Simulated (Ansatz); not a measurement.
# Fitting and testing ρ(T) of Y (P6_3/mmc)

Wanted: a compact model of ρ(T) for Y (P6_3/mmc) and a check of it.

The resistivities were computed with Ansatz 0.2.0 (DFT PBE, scalar-relativistic, plane waves, PAW) from the linearised Boltzmann equation with harmonic phonons, on q 3×3×2, k 12×12×6, scattering 18×18×12; the fit below is done by hand on them.

The experiments to compare with:

For Y (bulk crystal), “CRC Handbook of Chemistry and Physics, 84th edition, Electrical Resistivity of Pure Metals” (2003, CRC Press, section 12, read from Wikipedia's data page) quotes earlier work: resistivity at 295 K 59.6 μΩ cm.

**1. What is given**

It takes space group P6_3/mmc (No. 194, hexagonal). Conventional cell: a = 3.658 Å, b = 3.658 Å, c = 5.668 Å, α = 90.00°, β = 90.00°, γ = 120.00°. Around Y on site c lie 12 Y at 3.53 to 3.66 Å.

This is the relaxed cell of the run, from steps not shown here.

The mean resistivity of the three axes from 50 to 800 K, with one row held back; the colder rows stay outside the fit and test it at the end:

```csv
T (K),ρ (μΩ cm)
50,4.733
80,11.70
100,16.22
150,26.87
200,37.11
273,51.89
300,57.36
400,77.77
500,98.47
600,?
800,161.1
```

The resistivity is not converged: the component that moves most changes by 14 % between the two finest meshes at 300 K.

**2. Model and fit**

Bloch and Grüneisen's form is ρ(T) = A (T/Θ)⁵ J₅(Θ/T), with J₅(z) the integral of x⁵/((eˣ − 1)(1 − e⁻ˣ)) from 0 to z. It goes as T⁵ far below Θ and as A T/(4Θ) far above. For a trial Θ the best A is the geometric mean of ρ/[(T/Θ)⁵ J₅] over the rows, and the scatter of that ratio measures the fit:

```csv
Θ (K),A (μΩ cm),scatter (%)
116,83.66,13.3
156,117.4,7.1
174,133.8,3.9
194,153.3,1.0
214,174.1,4.3
242,205.6,10.3
292,270.2,21.8
```

The scatter is least at Θ = 194 K, with A = 153.3 μΩ cm (1.0 % r.m.s.).

```csv
T (K),computed,fit
50,4.733,4.739
80,11.70,11.60
100,16.22,16.14
150,26.87,27.04
200,37.11,37.52
273,51.89,52.45
300,57.36,57.91
400,77.77,78.00
500,98.47,97.95
800,161.1,157.5
```

**3. Prediction and check**

At T = 600 K, Θ/T = 0.323, J₅ = 0.002717 and (T/Θ)⁵ = 283.0, so the fit gives 117.8 μΩ cm. The computed value is 119.3 μΩ cm: the fit is off by -1.24 %. Outside its range, at 20 K, it gives 0.205 against 0.183 μΩ cm computed, 1.12 times that; at that temperature the run's own test moves by 20 % between meshes in the component that moves most. Among the rows used, the largest miss is -2.2 %, at 800 K.

**4. Reading Θ and A**

Θ = 194 K is 1.48 times ħω_log/k_B (131 K) and 0.89 of the highest phonon frequency (218 K). The high-temperature slope of the fit, A/(4Θ), is 0.198 μΩ cm/K. The same slope from the run's transport coupling and plasma energy, 2π k_B λ_tr/(ħ ε₀ ω_p²) with λ_tr = 0.654, 0.654, 0.662 (xx, yy, zz) and ħω_p = 3.26, 3.26, 4.99 (xx, yy, zz) eV, is 0.201 μΩ cm/K in the mean of the axes, +1.6 % from it. For comparison, the computed rows rise by 0.209 μΩ cm/K between the two hottest.

**5. What came out**

| Item | Value |
| --- | --- |
| Θ | 194 K |
| A | 153.3 μΩ cm |
| scatter of the fit | 1.0 % |
| held-back row at 600 K, fit against computed | 117.8 against 119.3 μΩ cm |

Two numbers, Θ = 194 K and A = 153 μΩ cm, hold the computed ρ(T) from 50 to 800 K within 1.01 % r.m.s. and predict the held-back row within 1.24 %. By the run's own test the resistivity at 300 K moves by 14 % between its two finest scattering meshes, in the component that moves most. The mean hides an anisotropy: at 300 K the components are 70.6, 70.6, 30.9 (xx, yy, zz) μΩ cm. The fit describes the calculation: impurities, thermal expansion, changes of phase and anharmonicity are in neither.

Comparison with the measured values:

| quantity | measured | q 3×3×2, fine 18×18×12 |
| --- | --- | --- |
| resistivity at 295 K (computed: phonon part alone; the measured value holds the sample's residual resistivity) (μΩ cm) | 59.6 | 56.34 (-5.5 %) |

Measured values from CRC Press, section 12, read from Wikipedia's data page (2003).

How well it matches: The resistivity at 295 K is off by -5.5 %: good agreement.

[Logs are printed without paths, hosts, clocks, repeated set-up lines and the standing remarks that a program may print on its own settings, such as how far it seeks lower states.]

[Hosts, paths, dates, database ids (printed as entryN), source tags and the programs' standing remarks are cut or masked in the printed files.]
